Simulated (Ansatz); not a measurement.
# Work function of Pd(110): what the settings cost and change

Aim: the numerical settings behind the work function of Pd(110), with the cost of each.

Main program and level: Ansatz 0.2.0; plane-wave DFT, PBE, Ansatz PAW.

**Measured values to reproduce.**

For Pd (clean (110) face, a compiled value), “Anisotropic work function of elemental crystals” (2019, arxiv:1902.07811) quotes earlier work: work function (clean (110) face, a compiled value) 5.07 eV.

### Step 1. The starting structure

The cell holds 7 atoms: 7 Pd. Cell: a = 3.890 Å, b = 2.751 Å, c = 26.252 Å, α = 90.0°, β = 90.0°, γ = 90.0°. Vacuum lies along c.

### Step 2. Run, setting cutoff 200 eV

A work function rests on the faint tail of the density, so the SCF threshold is tight. The cutoff is raised first; then mesh and smearing are varied at the default cutoff.

Input file input.yaml:

```yaml
crystal:
  lattice:
    - [3.89, 0.0, 0.0]
    - [0.0, 2.7506453788, 0.0]
    - [0.0, 0.0, 26.2519361364]
  atoms:
    - { symbol: Pd, position: [0.0, 0.0, 0.3428318564] }
    - { symbol: Pd, position: [0.5, 0.5, 0.3952212376] }
    - { symbol: Pd, position: [0.0, 0.0, 0.4476106188] }
    - { symbol: Pd, position: [0.5, 0.5, 0.5] }
    - { symbol: Pd, position: [0.0, 0.0, 0.5523893812] }
    - { symbol: Pd, position: [0.5, 0.5, 0.6047787624] }
    - { symbol: Pd, position: [0.0, 0.0, 0.6571681436] }
kpoints:
  mp_grid: { grid: [11, 15, 1] }
hamiltonian:
  xc: pbe
scf:
  occupations: { method: fermi_dirac, width: 0.1 }
  convergence: { dr2_threshold: 1.0e-09 }
efield:
  axis: 3
  dipole_correction: true
  ramp_position: 0.97
  ramp_width: 0.06
basis:
  ecutwfc: "200 eV"
output:
  write_potential: true
  write_density: true
  volumetric_format: npy
  elf: true
```

Run with:

```sh
> ansatz run input.yaml --threads 2 --pin off --max-ram 3072MiB --backend cpu --events-out ev --progress --plain --runs-dir out
```

Numbers of over 12 decimals in the logs are rounded to 6 here.

The log of the run:

```text
Warning: basis.ecutwfc = 200 eV is below the records' recommended 420 eV, and the density's cutoff is lower with it unless basis.ecutrho_ratio is high enough to keep the records' density cutoff: compare with a run at a higher cutoff
Engine: ansatz 0.2.0, x86_64-unknown-linux-gnu
Pseudopotentials: kind: paw
Pseudopotential: Pd, paw, valence charge 18, recommended cutoff 420 eV (normal), Pd.paw.azcp
Functional definition: PBE
  parameter kappa = 0.804
  parameter beta = 0.066725
  exchange = pbe_x(kappa = kappa, mu = beta*pi^2/3)
  correlation = pbe_c(beta = beta)
Crystal: 7 atoms, lattice volume = 280.896 Å³
Basis set: ecut = 200 eV, 1831 PW (Γ)
Bands: 76, of which v1, the nominal top of the filled ones, is band 63 counted from 1 (62 counted from 0)
Symmetry: 4 space group operations
k-points: 48 of 165
Non-local potential: Pd, projectors of the file, l = 0: 2, l = 1: 2, l = 2: 2, l = 3: 1
PAW form: soft (Blöchl's): semilocal exchange-correlation on the pseudo side does not see the compensation charge
PAW one-centre angular grid: Pd, 590 points (default); XC on 64 Gauss nodes
Initial density: superposition of atomic densities (neutral atoms: chi_scale 0, normalization atom), corrected by the library's trained network
Initial wavefunctions: pseudopotential atomic-orbital guess
Functional: x = pbe(κ = 0.804, μ = 0.219515), c = pbe(β = 0.066725)
SCF iter   1: F=—  HF=-48731.481687 eV  |F-HF|=—  |Δ(HF+E_count)|=         —  Δρ=1.15e-1  dr2=2.59e1  ethr=1.77e-3  p=0.000 e·Å  D=7.40e-14 V/Å  ΔV_dip=-0.00 eV  dr2_dipole=8.36e-9  V_vac-E_F(+/−)=3.60/3.60 eV  ⟨swp⟩=6.4  Hψ=13299  notcnv=0  defer=76
efield: sawtooth ramp at fractional position 0.9700 (set: `efield.ramp_position`, or a place that a band, a saddle search or an elastic batch's reference lends), width 0.0600; the density the first Hamiltonian is built on has a dipole p = 0.000 e·Å; the dipole correction subtracts the counter field D = 7.40e-14 V/Å, which shifts the + side's vacuum level by -0.00 eV against the − side's; the planar-averaged density in the ramp window peaks in size at 5.3e-5 e/Å³
preconditioner: auto → LDOS  [metal: Δε(μ)=0.004 eV  Ē_g=6.373 eV  σ=0.100 eV  W_gap=0.01  n_scr=58 (ndim 8)  ℏωp=18.5 eV  f_vac=0.581  D(μ)=15.94/eV (n_scr^D=162)  β→1.0]
SCF iter   2: F=—  HF=-48733.900839 eV  |F-HF|=—  |Δ(HF+E_count)|=    2.42e0  Δρ=1.17e-1  dr2=3.42e1  ethr=1.77e-3  p=0.000 e·Å  D=1.17e-4 V/Å  ΔV_dip=-0.00 eV  dr2_dipole=3.08e-7  V_vac-E_F(+/−)=5.97/5.97 eV  ⟨swp⟩=3.1  Hψ=9888  notcnv=0  defer=145
SCF iter   3: F=—  HF=-48723.340191 eV  |F-HF|=—  |Δ(HF+E_count)|=    1.06e1  Δρ=9.81e-3  dr2=5.47e-1  ethr=1.77e-3  p=0.000 e·Å  D=3.94e-5 V/Å  ΔV_dip=-0.00 eV  dr2_dipole=2.04e-7  V_vac-E_F(+/−)=5.93/5.93 eV  ⟨swp⟩=3.0  Hψ=9307  notcnv=0  defer=203
SCF iter   4: F=—  HF=-48723.274023 eV  |F-HF|=—  |Δ(HF+E_count)|=   6.62e-2  Δρ=4.53e-3  dr2=8.26e-2  ethr=4.34e-4  p=0.000 e·Å  D=1.80e-5 V/Å  ΔV_dip=-0.00 eV  dr2_dipole=1.70e-7  V_vac-E_F(+/−)=5.62/5.62 eV  ⟨swp⟩=2.2  Hψ=6208  notcnv=0  defer=165
SCF iter   5: F=—  HF=-48723.256646 eV  |F-HF|=—  |Δ(HF+E_count)|=   1.74e-2  Δρ=1.06e-3  dr2=1.18e-2  ethr=6.56e-5  p=0.000 e·Å  D=1.28e-5 V/Å  ΔV_dip=-0.00 eV  dr2_dipole=1.54e-7  V_vac-E_F(+/−)=5.67/5.68 eV  ⟨swp⟩=2.0  Hψ=5492  notcnv=0  defer=165
SCF iter   6: F=—  HF=-48723.255775 eV  |F-HF|=—  |Δ(HF+E_count)|=   8.71e-4  Δρ=5.73e-4  dr2=4.51e-3  ethr=9.36e-6  p=0.000 e·Å  D=1.20e-6 V/Å  ΔV_dip=-0.00 eV  dr2_dipole=2.83e-13  V_vac-E_F(+/−)=5.63/5.63 eV  ⟨swp⟩=2.0  Hψ=5405  notcnv=0  defer=165
SCF iter   7: F=—  HF=-48723.255216 eV  |F-HF|=—  |Δ(HF+E_count)|=   5.59e-4  Δρ=2.86e-4  dr2=4.33e-4  ethr=3.58e-6  p=0.000 e·Å  D=1.40e-6 V/Å  ΔV_dip=-0.00 eV  dr2_dipole=3.45e-10  V_vac-E_F(+/−)=5.60/5.60 eV  ⟨swp⟩=2.0  Hψ=5168  notcnv=0  defer=165
SCF iter   8: F=—  HF=-48723.255318 eV  |F-HF|=—  |Δ(HF+E_count)|=   1.02e-4  Δρ=1.72e-4  dr2=1.68e-4  ethr=3.44e-7  p=0.000 e·Å  D=8.14e-7 V/Å  ΔV_dip=-0.00 eV  dr2_dipole=1.26e-13  V_vac-E_F(+/−)=5.59/5.59 eV  ⟨swp⟩=2.0  Hψ=5002  notcnv=0  defer=165
SCF iter   9: F=—  HF=-48723.255363 eV  |F-HF|=—  |Δ(HF+E_count)|=   4.48e-5  Δρ=7.13e-5  dr2=3.17e-5  ethr=1.33e-7  p=-0.000 e·Å  D=-5.72e-7 V/Å  ΔV_dip=0.00 eV  dr2_dipole=3.60e-11  V_vac-E_F(+/−)=5.58/5.58 eV  ⟨swp⟩=2.3  Hψ=5074  notcnv=0  defer=165
SCF iter  10: F=—  HF=-48723.255363 eV  |F-HF|=—  |Δ(HF+E_count)|=   2.19e-7  Δρ=2.07e-5  dr2=1.72e-6  ethr=2.51e-8  p=-0.000 e·Å  D=-3.29e-7 V/Å  ΔV_dip=0.00 eV  dr2_dipole=3.45e-10  V_vac-E_F(+/−)=5.58/5.58 eV  ⟨swp⟩=1.5  Hψ=3786  notcnv=0  defer=165
SCF iter  11: F=—  HF=-48723.255381 eV  |F-HF|=—  |Δ(HF+E_count)|=   1.80e-5  Δρ=5.24e-6  dr2=1.04e-7  ethr=1.36e-9  p=-0.000 e·Å  D=-1.90e-7 V/Å  ΔV_dip=0.00 eV  dr2_dipole=2.65e-10  V_vac-E_F(+/−)=5.58/5.59 eV  ⟨swp⟩=2.7  Hψ=7174  notcnv=0  defer=165
SCF iter  12: F=—  HF=-48723.255381 eV  |F-HF|=—  |Δ(HF+E_count)|=   1.93e-7  Δρ=2.16e-6  dr2=2.62e-8  ethr=8.23e-11  p=0.000 e·Å  D=7.63e-8 V/Å  ΔV_dip=-0.00 eV  dr2_dipole=1.47e-10  V_vac-E_F(+/−)=5.58/5.59 eV  ⟨swp⟩=2.5  Hψ=6790  notcnv=0  defer=165
SCF iter  13: F=—  HF=-48723.255381 eV  |F-HF|=—  |Δ(HF+E_count)|=   2.17e-9  Δρ=1.29e-6  dr2=1.07e-8  ethr=2.08e-11  p=-0.000 e·Å  D=-1.37e-7 V/Å  ΔV_dip=0.00 eV  dr2_dipole=1.06e-10  V_vac-E_F(+/−)=5.58/5.59 eV  ⟨swp⟩=2.2  Hψ=4858  notcnv=0  defer=165
SCF iter  14: F=—  HF=-48723.255381 eV  |F-HF|=—  |Δ(HF+E_count)|=  2.76e-10  Δρ=6.33e-7  dr2=3.29e-9  ethr=8.46e-12  p=0.000 e·Å  D=1.03e-7 V/Å  ΔV_dip=-0.00 eV  dr2_dipole=5.03e-11  V_vac-E_F(+/−)=5.58/5.59 eV  ⟨swp⟩=2.4  Hψ=4881  notcnv=0  defer=165
SCF iter  15: F=-48723.255381 eV  HF=-48723.255381 eV  |F-HF|=3.57e-10  |Δ(HF+E_count)|=  3.71e-10  Δρ=3.19e-7  dr2=5.14e-10  ethr=1.00e-12  p=-0.000 e·Å  D=-1.68e-8 V/Å  ΔV_dip=0.00 eV  dr2_dipole=1.37e-12  V_vac-E_F(+/−)=5.58/5.59 eV  ⟨swp⟩=10.2  Hψ=11932  notcnv=0
WARN: efield: at this solve's end the planar-averaged density reaches 1.29e-4 e/Å³ inside the ramp window [0.9319, 0.0681] (bound 1e-5 e/Å³); by the running means of the window's planes the mean density over a ramp is at most 1.10e-4 e/Å³, which is held to the bound (the quickstart, § The vacuum guard, A window that rings); the window's nearer edge stands 7.21 Å from this solve's nearest atom along the axis. Its work [...]
SCF 1 converged in 15 iterations: F = -48723.255381 eV  dr2 = 5.14e-10
  greatest PAW one-centre occupation: 1.049 electrons in one spin orbital (limit 2), on the Pd atom at site 6 (counted from 0), in its partial waves of l = 1
WARN: The output density's exchange-correlation potential varies sharply where the density is thin. Do not read a vacuum level from v_tot or v_xc, or from such a field of the output density. On a cell that repeats whose density bears no net charge and no dipole along the vacuum's axis use v_es (v_loc + v_h of the components); under efield.dipole_correction with no amplitude use v_es + v_field, which holds any externa [...]
SCF converged after 15 iterations
Free energy (F): -48723.255381 eV
Harris-Foulkes:  -48723.255381 eV  (|F-HF|=3.57e-10)
Internal energy: -48722.748176 eV  (E = F + TS)
E sigma→0 (E₀):  -48723.001779 eV
Entropy (-TS):   -0.507205 eV (-72.458 meV/atom)
Fermi energy:    3.761228 eV
Dipole field:    D = -0.000001 V/Å  (p = -0.000002 e·Å, saw-weighted, corrected)
Work function:   Φ+ = 5.5820 eV (in doubt: plateau slope 3.1e-2 eV/Å)   Φ− = 5.5865 eV (in doubt: plateau slope 2.7e-2 eV/Å)
Levels:          The Fermi level and band energies are counted from a zero that moves with the ramp; work functions are not
Vacuum region:   at the solve's end the planar-averaged density reaches 1.29e-4 e/Å³ inside the ramp window [0.9319, 0.0681] (bound 1e-5 e/Å³); by the running means of the window's planes the mean density over a ramp is at most 1.10e-4 e/Å³, which is held to the bound (the quickstart, § The vacuum guard, A window that rings)
--- Per-component energies (eV) ---
  E_band       = -3024.565634
  E_kinetic    = 3852.851098
  E_local      = -248977.344039  (includes V_loc(G=0)·N_el)
  E_nonlocal   = 1276.163464
  E_hartree    = 122318.379668
  E_xc         = -1233.975446
  E_vxc        = -1549.891688  (∫ρ·V_xc dr)
  E_paw        = -26178.549184  (= ΣΔE_a)
  E_vpaw       = -2263.206968  (= ΣTr[D̂ρ^β])
  E_aug_tail   = 0.106361  (compensation charges beyond the density's cutoff)
  E_efield     = 0.000000  (sawtooth field / dipole correction)
  E_vefield    = 0.000000  (∫n·V_field dr)
  E_ewald      = 100219.619903
  E_smearing   = -0.507205  (= −TS)
  E_closure    = 0.000000  (closes the sum)
  Σ components = -48723.255381   (vs F -48723.255381, Δ=0.00e0)
--- Band table (eV; the first three rows and the last of 48) ---
  k-point 0: bands = [... 59 lower, 3.2883, 3.3199, 3.4865, 3.5482, 3.6658, 3.7692, 3.8886, 4.6122, ... 9 higher]
  k-point 1: bands = [... 59 lower, 3.2311, 3.3736, 3.3993, 3.5323, 3.5656, 3.7162, 3.7696, 4.7195, ... 9 higher]
  k-point 2: bands = [... 59 lower, 3.0536, 3.3165, 3.3526, 3.3731, 3.6041, 3.6850, 3.7957, 4.9373, ... 9 higher]
  k-point 47: bands = [... 59 lower, 3.7476, 3.8803, 3.8858, 4.0480, 6.1034, 6.5644, 7.8442, 8.3728, ... 9 higher]
```

It took 28 s on 2 threads of Intel Xeon 6975P-C (Granite Rapids), shared host; peak memory 0.64 GiB; 54 s of CPU time.

In the SCF lines HF is the Harris–Foulkes energy and dr2 the Hartree energy of the density residual, in eV; the loop may stop once dr2 is under the threshold and the program's other checks hold. Hψ counts applications of the Hamiltonian.

Numbers from this step:

```yaml
energy_at_zero_smearing: -48723.0018 eV
work_function_upper_face: 5.582 eV
```

Running mean over 1.375 Å of the planar mean; the ramp of the sawtooth is left out. The electron's electrostatic potential energy less the Fermi level by z:

| z (Å) | electron's electrostatic potential energy less the Fermi level (eV) |
| --- | --- |
| 4 | 5.46 |
| 5 | 5.38 |
| 6 | 5.25 |
| 7 | 4.89 |
| 8 | 1.25 |
| 9 | -6.99 |
| 10 | -8.13 |
| 11 | -8.30 |
| 12 | -8.33 |
| 13 | -8.33 |
| 14 | -8.34 |
| 15 | -8.32 |
| 16 | -8.19 |
| 17 | -7.68 |
| 18 | -1.14 |
| 19 | 4.61 |
| 20 | 5.20 |
| 21 | 5.35 |
| 22 | 5.45 |
| 23 | 5.51 |

Electrostatic potential energy in the ca plane at fractional y = 0.000, with atoms of Pd within 0.2 Å of it. With pseudopotentials it is smooth inside the atoms' cores, unlike the true potential.

Ten even steps from '0' (-57 eV) to '9' (9 eV), each cell a mean:
```
99999840026997200379851015897300279999999999
99999974458998644689975457998644689999999999
99999998889999888999998889999988999999999999
99999999999999999999999999999999999999999999
99999999999999999999999999999999999999999999
99999999999999999999999999999999999999999999
99999999999999999999999999999999999999999999
99999986678999766899987678999866799999999999
99999852137997411489862126998411489999999999
99999730015886100279840004897200169999999999
```
Columns run along c (16.0 Å, from fractional 0.24 to 0.85 of the cell; values clipped at the 3rd and 97th percentile), rows up along a (3.9 Å). Atoms in or near the plane, at fractional coordinates: Pd at (0.34, 0.00), Pd at (0.45, 0.00), Pd at (0.55, 0.00), Pd at (0.66, 0.00).

Valence density in the ca plane at fractional y = 0.000, with atoms of Pd within 0.2 Å of it. It is the smooth field of the valence electrons, not physical close to the nuclei.

Ten even steps from '0' (0 e/Å³) to '9' (13 e/Å³), each cell a mean:
```
00000027851001487300016861000378400000000000
00000002310000132100002320000122100000000000
00000000000000000000000000000000000000000000
00000000000000000000000000000000000000000000
00000000000000000000000000000000000000000000
00000000000000000000000000000000000000000000
00000000000000000000000000000000000000000000
00000001100000011000001110000011000000000000
00000015631000365200014641000255300000000000
00000038962001599400028972000499510000000000
```
Columns run along c (16.0 Å, from fractional 0.24 to 0.85 of the cell), rows up along a (3.9 Å). Atoms in or near the plane, at fractional coordinates: Pd at (0.34, 0.00), Pd at (0.45, 0.00), Pd at (0.55, 0.00), Pd at (0.66, 0.00).

ELF in the ca plane at fractional y = 0.000, with atoms of Pd within 0.2 Å of it. It is the smooth field of the valence electrons, not physical close to the nuclei.

Ten even steps from '0' (0.00) to '9' (0.53), each cell a mean:
```
00002499897336988953389898335988962100000000
00001369984333799623248984233699832000000000
00000124433444333344433433444344321000000000
00000022245445422454453135445422210000000000
00000000134334311343342124334310000000000000
00000011245434412443443134434421100000000000
00000122235545322354542224545322210000000000
00001247753443576424336763343477521000000000
00001489996334999833369996234999952100000000
00002597698336967953498688336976972100000000
```
Columns run along c (16.0 Å, from fractional 0.24 to 0.85 of the cell), rows up along a (3.9 Å). Atoms in or near the plane, at fractional coordinates: Pd at (0.34, 0.00), Pd at (0.45, 0.00), Pd at (0.55, 0.00), Pd at (0.66, 0.00).

The work function is 5.582 eV. The program marks this work function as in doubt.

### Step 3. Run

Changes to input.yaml since step 2:

```diff
@@ -26,3 +26,3 @@
 basis:
-  ecutwfc: "200 eV"
+  ecutwfc: "300 eV"
 output:
@@ -31,2 +31 @@
   volumetric_format: npy
-  elf: true
```

The log of the run:

```text
[...]
Crystal: 7 atoms, lattice volume = 280.896 Å³
Basis set: ecut = 300 eV, 3331 PW (Γ)
Bands: 76, of which v1, the nominal top of the filled ones, is band 63 counted from 1 (62 counted from 0)
Symmetry: 4 space group operations
k-points: 48 of 165
[...]
k-point 0: bands = [... 59 lower, 3.7740, 3.8048, 3.8369, 4.0784, 4.0870, 4.2523, 4.4405, 4.8700, ... 9 higher]
  k-point 1: bands = [... 59 lower, 3.6557, 3.9080, 3.9263, 3.9280, 3.9996, 4.2952, 4.3738, 4.9408, ... 9 higher]
  k-point 2: bands = [... 59 lower, 3.4914, 3.8204, 3.8565, 3.8598, 4.0243, 4.2425, 4.4525, 5.1322, ... 9 higher]
  k-point 47: bands = [... 59 lower, 4.1829, 4.2143, 4.3193, 4.3577, 5.9711, 6.4333, 7.8413, 8.3603, ... 9 higher]
[key lines of the parts left out:]
SCF converged after 12 iterations
Free energy (F): -48806.675341 eV
Fermi energy:    4.211554 eV
Dipole field:    D = 0.000000 V/Å  (p = 0.000000 e·Å, saw-weighted, corrected)
Work function:   Φ+ = 4.8475 eV   Φ− = 4.8476 eV
```

Elapsed: 56 s, on 2 threads; peak memory 0.89 GiB.

The work function is 4.847 eV, -0.735 eV from the run “cutoff 200 eV”, at 1.9 times its CPU time.

### Step 4. Run

Changes to input.yaml since step 3:

```diff
@@ -26,3 +26,3 @@
 basis:
-  ecutwfc: "300 eV"
+  ecutwfc: "420 eV"
 output:
```

The log of the run:

```text
[...]
Crystal: 7 atoms, lattice volume = 280.896 Å³
Basis set: ecut = 420 eV, 5495 PW (Γ)
Bands: 76, of which v1, the nominal top of the filled ones, is band 63 counted from 1 (62 counted from 0)
Symmetry: 4 space group operations
k-points: 48 of 165
[...]
k-point 0: bands = [... 59 lower, 3.7888, 3.8234, 3.8493, 4.0933, 4.1030, 4.2762, 4.4648, 4.8765, ... 9 higher]
  k-point 1: bands = [... 59 lower, 3.6694, 3.9264, 3.9379, 3.9452, 4.0175, 4.3164, 4.3945, 4.9441, ... 9 higher]
  k-point 2: bands = [... 59 lower, 3.5033, 3.8340, 3.8714, 3.8764, 4.0338, 4.2578, 4.4700, 5.1344, ... 9 higher]
  k-point 47: bands = [... 59 lower, 4.1935, 4.2263, 4.3296, 4.3674, 5.9576, 6.4203, 7.8318, 8.3484, ... 9 higher]
[key lines of the parts left out:]
SCF converged after 12 iterations
Free energy (F): -48807.971933 eV
Fermi energy:    4.224308 eV
Dipole field:    D = 0.000000 V/Å  (p = 0.000000 e·Å, saw-weighted, corrected)
Work function:   Φ+ = 4.8363 eV   Φ− = 4.8363 eV
```

It took 88 s on 2 threads; peak memory 1.3 GiB.

The work function is 4.836 eV, -0.746 eV from the run “cutoff 200 eV”, at 3.1 times its CPU time.

### Step 5. Slab

Changes to input.yaml since step 4:

```diff
@@ -26,3 +26,3 @@
 basis:
-  ecutwfc: "420 eV"
+  ecutwfc: "600 eV"
 output:
```

The log of the run:

```text
[...]
Crystal: 7 atoms, lattice volume = 280.896 Å³
Basis set: ecut = 600 eV, 9449 PW (Γ)
Bands: 76, of which v1, the nominal top of the filled ones, is band 63 counted from 1 (62 counted from 0)
Symmetry: 4 space group operations
k-points: 48 of 165
[...]
k-point 0: bands = [... 59 lower, 3.7885, 3.8233, 3.8489, 4.0929, 4.1026, 4.2760, 4.4645, 4.8760, ... 9 higher]
  k-point 1: bands = [... 59 lower, 3.6691, 3.9263, 3.9375, 3.9449, 4.0171, 4.3161, 4.3942, 4.9436, ... 9 higher]
  k-point 2: bands = [... 59 lower, 3.5031, 3.8336, 3.8712, 3.8761, 4.0333, 4.2574, 4.4696, 5.1338, ... 9 higher]
  k-point 47: bands = [... 59 lower, 4.1932, 4.2261, 4.3292, 4.3671, 5.9571, 6.4198, 7.8311, 8.3477, ... 9 higher]
[key lines of the parts left out:]
SCF converged after 12 iterations
Free energy (F): -48807.991266 eV
Fermi energy:    4.223983 eV
Dipole field:    D = -0.000000 V/Å  (p = -0.000000 e·Å, saw-weighted, corrected)
Work function:   Φ+ = 4.8359 eV   Φ− = 4.8359 eV
```

The job ended after 2.5 min (2 threads; peak memory 1.9 GiB).

The work function is 4.836 eV, -0.000 eV from the run “cutoff 420 eV”, at 1.7 times its CPU time.

### Step 6. Slab

Changes to input.yaml since step 5:

```diff
@@ -14,3 +14,3 @@
 kpoints:
-  mp_grid: { grid: [11, 15, 1] }
+  mp_grid: { grid: [2, 3, 1] }
 hamiltonian:
@@ -25,4 +25,2 @@
   ramp_width: 0.06
-basis:
-  ecutwfc: "600 eV"
 output:
```

The log of the run:

```text
[...]
Crystal: 7 atoms, lattice volume = 280.896 Å³
Basis set: ecut = 420 eV, 5495 PW (Γ)
Bands: 76, of which v1, the nominal top of the filled ones, is band 63 counted from 1 (62 counted from 0)
Symmetry: 4 space group operations
k-points: 4 of 6
[...]
k-point 0: bands = [... 59 lower, 3.9202, 3.9393, 3.9413, 4.1682, 4.2649, 4.3607, 4.5659, 4.9387, ... 9 higher]
  k-point 1: bands = [... 59 lower, 4.0644, 4.1651, 4.1758, 4.1989, 4.4608, 4.4702, 4.5262, 6.4343, ... 9 higher]
  k-point 2: bands = [... 59 lower, 4.0565, 4.0685, 4.1917, 4.2252, 4.3150, 4.3208, 4.3816, 4.4649, ... 9 higher]
  k-point 3: bands = [... 59 lower, 3.8163, 3.8461, 4.0158, 4.1727, 5.4428, 5.6267, 6.6582, 7.0755, ... 9 higher]
[key lines of the parts left out:]
SCF converged after 13 iterations
Free energy (F): -48806.650530 eV
Fermi energy:    4.305585 eV
Dipole field:    D = 0.000000 V/Å  (p = 0.000001 e·Å, saw-weighted, corrected)
Work function:   Φ+ = 4.7011 eV   Φ− = 4.7011 eV
```

Wall time 7.8 s (2 threads); peak memory 0.55 GiB.

The work function is 4.701 eV, -0.135 eV from the run “cutoff 420 eV”, at 0.072 times its CPU time.

(Part 1 of 2 ends here.)

[Logs are printed without paths, hosts, clocks, repeated set-up lines and the standing remarks that a program may print on its own settings, such as how far it seeks lower states.]

[Hosts, paths, dates, database ids (printed as entryN), source tags and the programs' standing remarks are cut or masked in the printed files.]

[Maps of the electrostatic potential energy from Ansatz leave out the sawtooth potential of an applied field or a dipole correction, so their vacuum need not be flat; planar profiles and work functions include it.]
